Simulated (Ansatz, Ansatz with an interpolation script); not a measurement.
**Settings in Wannier-interpolated G0W0: ThCl4 (I4_1/amd)**

How do the Wannier model and the GW settings move the interpolated bands of ThCl4 (I4_1/amd)?

Main program and level: Ansatz 0.2.0; maximally localised Wannier functions, LDA, plane waves, PAW; PAW set soft_1.

**1. The structure**

The structure is tetragonal, space group I4_1/amd (No. 141). Conventional cell: a = 8.486 Å, b = 8.486 Å, c = 7.465 Å, α = 90.00°, β = 90.00°, γ = 90.00°. Th has 8 Cl at 2.72 to 2.90 Å nearest. Cl has 2 Th at 2.72 to 2.90 Å nearest. Farther neighbours and most contacts between anions are not listed.

The cell and positions come from the Crystallography Open Database and are kept as given unless a step says otherwise. Spin-orbit coupling is left out unless a step names it.

**2. Wannier model on 8×8×8**

Localised functions give a small Hamiltonian that interpolates between mesh points at no cost.

Input file input.yaml:

```yaml
crystal:
  lattice:
    - [-4.243, 4.243, 3.7325]
    - [4.243, -4.243, 3.7325]
    - [4.243, 4.243, -3.7325]
  atoms:
    - { symbol: Th, position: [0.75, 0.25, 0.5] }
    - { symbol: Th, position: [0.0, 0.0, 0.0] }
    - { symbol: Cl, position: [0.2375, 0.9242, 0.3133] }
    - { symbol: Cl, position: [0.6742, 0.8609, 0.1867] }
    - { symbol: Cl, position: [0.6109, 0.9242, 0.6867] }
    - { symbol: Cl, position: [0.6742, 0.4875, 0.8133] }
    - { symbol: Cl, position: [0.5125, 0.3258, 0.1867] }
    - { symbol: Cl, position: [0.0758, 0.7625, 0.6867] }
    - { symbol: Cl, position: [0.1391, 0.3258, 0.8133] }
    - { symbol: Cl, position: [0.0758, 0.3891, 0.3133] }
kpoints:
  mp_grid: { grid: [4, 4, 4] }
hamiltonian:
  xc: lda
  pseudopotentials: { kind: paw, azcp: { folder: soft_1 }, xc_functional: pbe }
scf:
  occupations: { method: fixed }
  n_extra_bands: 142
output:
  wannier:
    kmesh: [8, 8, 8]
    projections:
      - { species: Cl, l: p, shell: 3 }
      - { species: Th, l: d, shell: 6 }
      - { species: Th, l: f, shell: 5 }
    minimise: true
    write_hr: true
    seedname: w
    conv_tol: 1.0e-06
    max_iter: 20000
    stability_check: false
    disentanglement:
      window: [-0.07, 13.17]
      frozen_window: [-0.07, 9.5]
      conv_tol: 1.0e-08
```

Command:

```
> ansatz run input.yaml --threads 8 --pin off --max-ram 18432MiB --backend cpu --events-out ev --progress --plain --runs-dir out
```

Numbers of over 12 decimals in the logs are rounded to 6 here.

The program printed:

```text
Th: projections on atomic orbitals take those of the free atom [Xe 4f14 5d10] 5f0 6s2 6p6 6d2 7s2, of charge +0.00 (hamiltonian.pseudopotentials.projection_atoms); the dataset's partial waves leave at most 9.7e-5 of an orbital's norm unspanned inside its sphere
scf.n_extra_bands = 142 over 40 filled bands (N_el = 80.0): the run solves 182 bands
Engine: ansatz 0.2.0, x86_64-unknown-linux-gnu
Pseudopotentials: kind: paw
Pseudopotential: Th, paw, valence charge 12, recommended cutoff 420 eV (normal), soft_1/Th.paw.azcp
Pseudopotential: Cl, paw, valence charge 7, recommended cutoff 420 eV (normal), soft_1/Cl.paw.azcp
Functional definition: SPW92
  exchange = slater_x
  correlation = pw_c
Crystal: 10 atoms, lattice volume = 268.786 Å³
Basis set: ecut = 420 eV, 5225 PW (Γ)
Bands: 182, of which v1, the nominal top of the filled ones, is band 40 counted from 1 (39 counted from 0)
Symmetry: 16 space group operations
Space group: I41/amd (ITA 141), of the structure as read, at distance tolerance 6.5e-5 Å
k-points: 13 of 64
Non-local potential: Th, projectors of the file, l = 0: 3, l = 1: 2, l = 2: 2, l = 3: 3
Non-local potential: Cl, projectors of the file, l = 0: 2, l = 1: 2, l = 2: 1
PAW form: soft (Blöchl's): semilocal exchange-correlation on the pseudo side does not see the compensation charge
PAW frozen core: Th, regenerated for the run's functional, and the local potential with it (the file was generated under x = pbe(κ = 0.804, μ = 0.219515), c = pbe(β = 0.066725))
PAW frozen core: Cl, regenerated for the run's functional, and the local potential with it (the file was generated under x = pbe(κ = 0.804, μ = 0.219515), c = pbe(β = 0.066725))
PAW one-centre angular grid: Th, 590 points (default); XC on 64 Gauss nodes
PAW one-centre angular grid: Cl, 110 points (default); XC on 64 Gauss nodes
Initial density: superposition of atomic densities (chi_scale 0.1, normalization cell, long waves kept (reshape's long-wave potential 0.02 eV rms))
Initial wavefunctions: pseudopotential atomic-orbital guess
Functional: x = slater, c = lda
SCF iter   1: F=—  HF=-34134.778741 eV  |F-HF|=—  |Δ(HF+E_count)|=         —  Δρ=7.96e-2  dr2=5.56e1  ethr=3.10e-3  ⟨swp⟩=4.0  Hψ=8290  notcnv=0  defer=1695
preconditioner: auto → Resta (q_TF=auto, 2.229 Å⁻¹)  ε∞=1.6  [insulator: Δε(μ)=0.686 eV  Ē_g=24.643 eV  n_scr=46 (ndim 8)  ℏωp=19.7 eV  f_vac=0.010  ε∞_Penn≈1.6]
SCF iter   2: F=—  HF=-34135.164031 eV  |F-HF|=—  |Δ(HF+E_count)|=   3.85e-1  Δρ=5.51e-2  dr2=2.21e1  ethr=3.10e-3  ⟨swp⟩=2.1  Hψ=3325  notcnv=0  defer=1783
SCF iter   3: F=—  HF=-34128.738614 eV  |F-HF|=—  |Δ(HF+E_count)|=    6.43e0  Δρ=2.25e-2  dr2=3.08e0  ethr=3.10e-3  ⟨swp⟩=3.8  Hψ=3016  notcnv=0  defer=1791
[...]
E_local      = -3067.003764  (includes V_loc(G=0)·N_el)
  E_nonlocal   = 566.981255
  E_hartree    = 964.633700
  E_xc         = -2035.337895
  E_vxc        = -1286.928437  (∫ρ·V_xc dr)
  E_paw        = -27977.726655  (= ΣΔE_a)
  E_vpaw       = -131.852115  (= ΣTr[D̂ρ^β])
  E_aug_tail   = 0.000917  (compensation charges beyond the density's cutoff)
  E_ewald      = -4244.610605
  E_core_change = 2.005502  (= ΣΔE_core)
  E_smearing   = -0.000000  (= −TS)
  E_closure    = 0.000000  (closes the sum)
  Σ components = -34127.850393   (vs F -34127.850393, Δ=0.00e0)
--- Band table (eV; the first three rows and the last of 13) ---
  k-point 0: bands = [... 36 lower, 3.5601, 3.5601, 3.5636, 3.9767, 7.6281, 7.6362, 7.6630, 7.9096, ... 138 higher]
  k-point 1: bands = [... 36 lower, 3.2017, 3.3967, 3.4465, 3.8655, 7.6478, 7.6749, 7.7010, 7.8243, ... 138 higher]
  k-point 2: bands = [... 36 lower, 3.0578, 3.0578, 3.6095, 3.6095, 7.7265, 7.7265, 7.7453, 7.7453, ... 138 higher]
  k-point 12: bands = [... 36 lower, 3.1727, 3.1727, 3.6786, 3.6786, 7.6294, 7.6294, 7.7035, 7.7035, ... 138 higher]
Wannier search: line search 1 of at most 20000: gauge-dependent spread (as the search counts it) 13.1334831 Å², largest recent change 5.1e-1 Å² against conv_tol 1.0e-6 Å², 0 stops escaped
Wannier search: line search 100 of at most 20000: gauge-dependent spread (as the search counts it) 12.2697578 Å², largest recent change 6.3e-4 Å² against conv_tol 1.0e-6 Å², 0 stops escaped
Wannier search: line search 200 of at most 20000: gauge-dependent spread (as the search counts it) 11.8018821 Å², largest recent change 1.1e-2 Å² against conv_tol 1.0e-6 Å², 0 stops escaped
Wannier search: line search 300 of at most 20000: gauge-dependent spread (as the search counts it) 10.9244426 Å², largest recent change 2.9e-3 Å² against conv_tol 1.0e-6 Å², 0 stops escaped
Wannier search: line search 400 of at most 20000: gauge-dependent spread (as the search counts it) 10.8539478 Å², largest recent change 1.4e-4 Å² against conv_tol 1.0e-6 Å², 0 stops escaped
Wannier search: line search 500 of at most 20000: gauge-dependent spread (as the search counts it) 10.8492129 Å², largest recent change 2.0e-5 Å² against conv_tol 1.0e-6 Å², 0 stops escaped
Wannier search: line search 600 of at most 20000: gauge-dependent spread (as the search counts it) 10.8478805 Å², largest recent change 9.6e-6 Å² against conv_tol 1.0e-6 Å², 0 stops escaped
Wannier search: line search 700 of at most 20000: gauge-dependent spread (as the search counts it) 10.8473080 Å², largest recent change 4.4e-6 Å² against conv_tol 1.0e-6 Å², 0 stops escaped
[...]
Wannier search: line search 11100 of at most 20000: gauge-dependent spread (as the search counts it) 7.3095514 Å², largest recent change 1.4e-6 Å² against conv_tol 1.0e-6 Å², 0 stops escaped
Wannier search: line search 11200 of at most 20000: gauge-dependent spread (as the search counts it) 7.3094323 Å², largest recent change 1.2e-6 Å² against conv_tol 1.0e-6 Å², 0 stops escaped
Wannier search: line search 11300 of at most 20000: gauge-dependent spread (as the search counts it) 7.3093177 Å², largest recent change 1.6e-6 Å² against conv_tol 1.0e-6 Å², 0 stops escaped
Wannier search: line search 11400 of at most 20000: gauge-dependent spread (as the search counts it) 7.3092071 Å², largest recent change 1.2e-6 Å² against conv_tol 1.0e-6 Å², 0 stops escaped
[key lines of the parts left out:]
SCF converged after 10 iterations
Free energy (F): -34127.850393 eV
Fermi energy:    3.976733 eV
```

The job ended after 15 min (8 threads of INTEL XEON PLATINUM 8581C at 2.10GHz (Emerald Rapids), shared host; peak memory 10 GiB).

The column dr2 measures how far the density is from self-consistency, as an energy; F and HF (Harris–Foulkes) agree once it is small.

This step gave:

- gauge-invariant spread: 76.86 Å²
- diagonal spread: 0.01047 Å²
- off-diagonal spread: 7.299 Å²
- total spread: 84.17 Å²
- least projectability: 0.4703
- localisation steps: 11451
- disentanglement steps: 264
- r.m.s. interpolation error: 8.84e-5 eV
- r.m.s. error near the gap: 9.67e-5 eV

Near the gap the model misses directly solved bands by 0.1 meV r.m.s. and by 1 meV at most in the window tested. This tests the starting bands, not the corrections carried with them.

**3. G0W0: 4×4×4 mesh, 704 empty bands, screening to 110 eV, PAW set soft_1 files**

G0W0 replaces the xc potential by the self-energy, built once from these orbitals. Only a window of levels is corrected, while the sums run over the empty bands that the input names.

This step: G0W0 on LDA, plane waves, PAW; PAW set soft_1.

input.yaml, the sections that differ from step 2:

```yaml
scf:
  occupations: { method: fixed }
gw:
  n_empty_bands: 704
  ecut_chi: 110.0
  qp_bands: [v24, c20]
  screening: { model: contour_deformation }
# crystal, kpoints, hamiltonian: as in step 2
# output: removed
```

The program printed:

```text
[...]
Crystal: 10 atoms, lattice volume = 268.786 Å³
Basis set: ecut = 420 eV, 5225 PW (Γ)
Bands: 50, of which v1, the nominal top of the filled ones, is band 40 counted from 1 (39 counted from 0)
Symmetry: 16 space group operations
[...]
k-points: 13 of 64
[...]
12    54      8.3337   -16.5771    -7.9228   -27.0545  0.7161    11.1565    10.8884  root ?
[...]
12    57      9.5507   -11.0598    -5.2243   -17.6305  0.7704    10.9373    10.8971  root
    12    58      9.5507   -11.0598    -5.2243   -17.6305  0.7704    10.9373    10.8971  root
    12    59      9.6036    -9.7327    -4.6514   -15.5370  0.7919    10.7787    10.7565  root
    12    60      9.6036    -9.7327    -4.6514   -15.5370  0.7919    10.7787    10.7565  root
[key lines of the parts left out:]
SCF converged after 10 iterations
Free energy (F): -34127.850393 eV
Fermi energy:    3.976694 eV
```

Elapsed: 25 min, on 8 threads; peak memory 7.7 GiB.

The G0W0 gap on the mesh is 6.352 eV.

**4. G0W0: 2×2×2 mesh, 704 empty bands, screening to 110 eV, PAW set soft_1 files**

Changes to input.yaml since step 3:

```diff
@@ -17,3 +17,3 @@
 kpoints:
-  mp_grid: { grid: [4, 4, 4] }
+  mp_grid: { grid: [2, 2, 2] }
 hamiltonian:
```

The program printed:

```text
[...]
Crystal: 10 atoms, lattice volume = 268.786 Å³
Basis set: ecut = 420 eV, 5225 PW (Γ)
Bands: 50, of which v1, the nominal top of the filled ones, is band 40 counted from 1 (39 counted from 0)
Symmetry: 16 space group operations
[...]
k-points: 4 of 8
[...]
3    54      8.3345   -16.5767    -7.9476   -27.0549  0.7161    11.1580    10.8652  root ?
[...]
3    57      9.5512   -11.0346    -5.2544   -17.6325  0.7696    10.9361    10.8947  root
     3    58      9.5512   -11.0346    -5.2544   -17.6325  0.7696    10.9361    10.8947  root
     3    59      9.6041    -9.6749    -4.7102   -15.5375  0.7901    10.7797    10.7565  root
     3    60      9.6041    -9.6749    -4.7102   -15.5375  0.7901    10.7797    10.7565  root
[key lines of the parts left out:]
SCF converged after 10 iterations
Free energy (F): -34127.824378 eV
Fermi energy:    3.979238 eV
```

The job ended after 83 s (8 threads; peak memory 4.2 GiB).

The G0W0 gap on the mesh is 6.351 eV.

**5. G0W0: 4×4×4 mesh, 327 empty bands, screening to 66 eV, PAW set soft_1 files**

Changes to input.yaml since step 4:

```diff
@@ -17,3 +17,3 @@
 kpoints:
-  mp_grid: { grid: [2, 2, 2] }
+  mp_grid: { grid: [4, 4, 4] }
 hamiltonian:
@@ -24,4 +24,4 @@
 gw:
-  n_empty_bands: 704
-  ecut_chi: 110.0
+  n_empty_bands: 327
+  ecut_chi: 66
   qp_bands: [v24, c20]
```

The program printed:

```text
[...]
Crystal: 10 atoms, lattice volume = 268.786 Å³
Basis set: ecut = 420 eV, 5225 PW (Γ)
Bands: 50, of which v1, the nominal top of the filled ones, is band 40 counted from 1 (39 counted from 0)
Symmetry: 16 space group operations
[...]
k-points: 13 of 64
[...]
12    54      8.3337   -16.5771    -7.7073   -27.0545  0.7194    11.4400    11.1038  root ?
[...]
12    57      9.5507   -11.0598    -4.9581   -17.6305  0.7741    11.2240    11.1633  root
    12    58      9.5507   -11.0598    -4.9581   -17.6305  0.7741    11.2240    11.1633  root
    12    59      9.6036    -9.7327    -4.3960   -15.5370  0.7955    11.0465    11.0119  root
    12    60      9.6036    -9.7327    -4.3960   -15.5370  0.7955    11.0465    11.0119  root
[key lines of the parts left out:]
SCF converged after 10 iterations
Free energy (F): -34127.850393 eV
Fermi energy:    3.976694 eV
```

Elapsed: 5.3 min, on 8 threads; peak memory 3.2 GiB.

The G0W0 gap on the mesh is 6.305 eV.

**6. Interpolated results**

Times are wall times on 8 threads of INTEL XEON PLATINUM 8581C at 2.10GHz (Emerald Rapids), shared host, good to a factor of about two.

```csv
GW mesh,empty bands,cutoff (eV),frequency,gap on mesh (eV),gap over zone (eV),direct gap (eV),valence width (eV),GW time
4×4×4,704,110,contour deformation,6.352,6.352,6.352,3.950,25 min
2×2×2,704,110,contour deformation,6.351,6.353,6.353,3.952,83 s
4×4×4,327,66,contour deformation,6.305,6.305,6.305,4.046,5.3 min
```

**7. What came out**

| Item | Value |
| --- | --- |
| 4×4×4 mesh, 704 empty bands, screening to 110 eV, PAW set soft_1 files | 6.35 eV |
| 2×2×2 mesh, 704 empty bands, screening to 110 eV, PAW set soft_1 files | 6.35 eV |
| 4×4×4 mesh, 327 empty bands, screening to 66 eV, PAW set soft_1 files | 6.30 eV |

The largest change, −0.05 eV in the gap over the zone, comes with 4×4×4 mesh, 327 empty bands, screening to 66 eV, PAW set soft_1 files. The first run is a reference, not a converged one, and where a row moves several settings no single cause can be named. Rows on another GW mesh add that mesh's corrections to the bands of the one model. With 2×2×2 mesh, 704 empty bands, screening to 110 eV, PAW set soft_1 files the gap over the zone moves by +0.001 eV and that on the mesh by −0.001 eV. With 4×4×4 mesh, 327 empty bands, screening to 66 eV, PAW set soft_1 files the gap over the zone moves by −0.05 eV and that on the mesh by −0.05 eV. Gaps over the zone and on the mesh differ where an edge lies off the mesh, or where a GW run starts from another density: the starting gap over the zone is 3.626 eV, on the GW meshes it is 3.628 eV and 3.650 eV. The compound holds f electrons or empty f levels, where one-shot G0W0 is unsure. The many-body steps are scalar-relativistic: spin-orbit coupling is not in them.

[Paths, hosts, dates, memory and timing lines, banners, echoed tables and standing remarks are left out of the program output.]

[Logs are printed without paths, hosts, clocks, repeated set-up lines and the standing remarks that a program may print on its own settings, such as how far it seeks lower states.]

[Runs of the session that timed out or met a known fault of the program may be left out.]

[Hosts, paths, dates, database ids (printed as entryN), source tags and the programs' standing remarks are cut or masked in the printed files.]
